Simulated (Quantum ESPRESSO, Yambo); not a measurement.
# Al2O3 (Corundum): G0W0 on several meshes in Yambo, part 2 of 2

How does the mesh move the gap of Al2O3 (Corundum)?

Quantum ESPRESSO 7.5 and Yambo 5.3.0; PBE and many-body steps on it, plane waves. Known limits of the many-body steps: not at the basis limit; coarse k mesh.

So far. Step 4 (4×4×4): The gap on the mesh goes from 6.27 eV to 8.45 eV, a correction of +2.19 eV. Step 5 (Empty states on the mesh, 2×2×2 mesh, 168 bands): On this mesh the gap is 6.266 eV.

## (6) Conversion and set-up

This step: Yambo 5.3.0; conversion and set-up on PBE, plane waves, norm-conserving pseudopotentials.

Launch:

```bash
> (cd o/x.save; p2y > p2y.log; mv SAVE ../..); yambo > setup.log
```

Log:

```text
 Yambo, version 5.3.0

 [02] CORE Variables Setup
 =========================

  [02.01] Unit cells
  ==================

  Cell kind             :  Unknown
  Atoms in the cell     :  Al  O
  number of Al atoms    :   4
  number of O  atoms    :   6

  List of atomic masses
  Mass of Al    :  26.98200
  Mass of O     :  15.99900

  List of atomic coordinates    : [cc]
  Al1       :  0.35418E-16 -0.66549E-10   8.6484      order 1
  Al2       : -0.25722E-16 -0.27938E-10   3.6307      order 2
  Al3       :  0.25306E-15 -0.12242E-09   15.910      order 3
[...]
[03] Transferred momenta grid and indexing
 ==========================================

 IBZ Q-points                                      :   4
 BZ  Q-points                                      :   8

 K/Q-points units:
 rlu = crystal or reduced units; cc = cartesian coordinates; iku = interal k-units

 Q [1]          [rlu]:  0.000000  0.000000  0.000000
 Q [2]          [rlu]:  0.26965E-16  0.54720E-16 -0.50000
 Q [3]          [rlu]:  0.11061E-15 -0.50000     -0.50000
 Q [4]          [rlu]: -0.500000 -0.500000 -0.500000

  [03.01] X indexes
  =================

   [03.01.01] Sigma indexes
   ========================

 [06] Game Over & Game summary
```

The job ended after 2.1 s (1 MPI rank of Arm Neoverse V1, shared host; peak memory 0.24 GiB).

## (7) 2×2×2

This step: G0W0 on PBE, plane waves, norm-conserving pseudopotentials.

File gw11.in:

```
HF_and_locXC
gw0
dyson
ppa
em1d
rim_cut
RandQpts= 1000000
RandGvec= 1 RL
EXXRLvcs= 72 Ry
VXCRLvcs= 288 Ry
Chimod= "HARTREE"
% BndsRnXp
 1 | 168 |
%
NGsBlkXp= 10 Ry
% LongDrXp
 1 | 1 | 1 |
%
% GbndRnge
 1 | 168 |
%
DysSolver= "n"
ExtendOut
PPAPntXp= 27.21138 eV
% QPkrange
 1 | 1 | 23 | 26 |
%
```

Launch:

```bash
> OMP_NUM_THREADS=1 mpirun -n 4 yambo -F gw11.in -J gw11 -C gw11 > gw11.log
```

Log:

```text
 Yambo, version 5.3.0

 [02] CORE Variables Setup
 =========================

  [... cell, symmetries and grids as in the set-up ...]

  [02.05] Energies & Occupations
  ==============================

  [X] === General ===
  [X] Electronic Temperature                        :  0.000000  0.000000 [eV K]
  [X] Bosonic    Temperature                        :  0.000000  0.000000 [eV K]
  [X] Finite Temperature mode                       : no
  [X] El. density                                   :  0.56459E+24 [cm-3]
  [X] Fermi Level                                   :  7.718765 [eV]

  [X] === Gaps and Widths ===
  [X] Conduction Band Min                           :  6.266285 [eV]
  [X] Valence Band Max                              :  0.000000 [eV]
  [X] Filled Bands                                  :  24
  [X] Empty Bands                                   :   25  168
  [X] Direct Gap                                    :  6.266285 [eV]
  [X] Direct Gap localized at k                     :  1
  [X] Indirect Gap                                  :  6.266285 [eV]
  [X] Indirect Gap between kpts                     :  1  1
  [X] Last valence band width                       :  0.379572 [eV]
  [X] 1st conduction band width                     :  3.414025 [eV]

 [03] Transferred momenta grid and indexing
 ==========================================

 IBZ Q-points                                      :   4
 BZ  Q-points                                      :   8

 K/Q-points units:
 rlu = crystal or reduced units; cc = cartesian coordinates; iku = interal k-units

 Q [1]          [rlu]:  0.000000  0.000000  0.000000
 Q [2]          [rlu]:  0.26965E-16  0.54720E-16 -0.50000
 Q [3]          [rlu]:  0.11061E-15 -0.50000     -0.50000
 Q [4]          [rlu]: -0.500000 -0.500000 -0.500000
[...]
================================================

 [VXC] Plane waves :   47361
 [EXS] Plane waves :   5903

 QP @ state[ 1 ] K range:  1  1
 QP @ state[ 1 ] b range:  23  26

 [xc] Functional : Perdew, Burke & Ernzerhof(X)+Perdew, Burke & Ernzerhof(C)
 [xc] LIBXC used to calculate xc functional
  PP Number of Atomic Species                      :  2
  NLCC RL compoments                               :   47361
  PP Number of Atomic Species                      :  2
  NLCC RL compoments                               :   47361

 [xc] E_xc :  -25.10153 [Ha]
      E_xc :  -50.20306 [Ry]

  Local XC kind (lXC) : Perdew, Burke & Ernzerhof(X)+Perdew, Burke & Ernzerhof(C)
  Non-Local XC kind (nlXC) : Hartree-Fock

  Corrections @ K [1] :  [eV]
 <23|nlXC|23> = -25.65873 -0.89773E-17 <23|lXC|23> = -20.46917 -0.18882E-15
 <24|nlXC|24> = -25.53393  0.22680E-16 <24|lXC|24> = -20.39924 -0.26805E-22
 <25|nlXC|25> = -8.686749  0.29537E-18 <25|lXC|25> = -13.77505  0.18881E-15
 <26|nlXC|26> = -5.998014  0.26880E-17 <26|lXC|26> = -11.41791  0.91776E-21

 [08] Dyson equation: Newton solver
 ==================================

  [08.01] G0W0 (W PPA)
  ====================

  [  GW  ] Bands range     :    1  168
  [GW/PPA] G damping       :  0.100000 [eV]

  QP @ state[ 1 ] K range:  1  1
  QP @ state[ 1 ] b range:  23  26

   Sc/G bands                                       :    1  168
   Sc/G damping                                     :  0.100000 ev
   Sc bands terminator                              : no
   Sx RL components                                 :   5903

   QP @ state[ 1 ] K range                          :  1  1
   QP @ state[ 1 ] b range                          :  23  26
   GF energies kind                                 : Perdew, Burke & Ernzerhof(X)+Perdew, Burke & Ernzerhof(C)
   GF WF`s kind                                     : Perdew, Burke & Ernzerhof(X)+Perdew, Burke & Ernzerhof(C)
   Xs energies kind                                 : Perdew, Burke & Ernzerhof(X)+Perdew, Burke & Ernzerhof(C)
   Xs WF`s kind                                     : Perdew, Burke & Ernzerhof(X)+Perdew, Burke & Ernzerhof(C)

 [11] Game Over & Game summary
```

Wall time 24 s (4 MPI ranks); peak memory 1.5 GiB.

Numbers from this step:

```yaml
g0w0_gap_on_the_points_computed: 8.403 eV
starting_gap_on_the_mesh: 6.266 eV
k_of_the_valence_top: 0, 0, 0
k_of_the_conduction_bottom: 0, 0, 0
least_direct_g0w0_gap_on_the_computed_points: 8.403 eV
z_at_the_valence_top: 0.8198
z_at_the_conduction_bottom: 0.8544
```

Against G0W0 in Yambo (4×4×4 mesh, 168 bands, screening to 136.1 eV, Godby-Needs plasmon pole), the gap moves by −0.051 eV.

## (8) Side by side

Times are wall times on 4 MPI ranks of Arm Neoverse V1, shared host, good to a factor of about two.

```
  run   mesh  bands  screening cutoff (eV)  DFT gap (eV)  gap on the mesh (eV)  direct (eV)     time
4×4×4  4×4×4    168                  136.1         6.266                 8.455        8.455  8.5 min
2×2×2  2×2×2    168                  136.1         6.266                 8.403        8.403     24 s
```

## (9) What came out

```yaml
4x4x4: 8.455 eV
2x2x2: 8.403 eV
known_limits: not at the basis limit; coarse k mesh
```

What this shows: 2×2×2: −0.051 eV against 4×4×4. Bands and cutoff are finite, so the gap is not at the basis limit. The miss can reach some tenths of an eV and take either sign; the mesh is an error of its own. In the G0W0 runs levels were corrected at 1 k point alone, so a gap called «on the mesh» is the least over those, and an edge elsewhere would be missed.

[Paths, hosts, dates, memory and timing lines, banners, echoed tables and standing remarks are left out of the program output.]

[Logs are printed without paths, hosts, clocks, repeated set-up lines and the standing remarks that a program may print on its own settings, such as how far it seeks lower states.]

[Runs of the session that timed out or met a known fault of the program may be left out.]

[Hosts, paths, dates, database ids (printed as entryN), source tags and the programs' standing remarks are cut or masked in the printed files.]
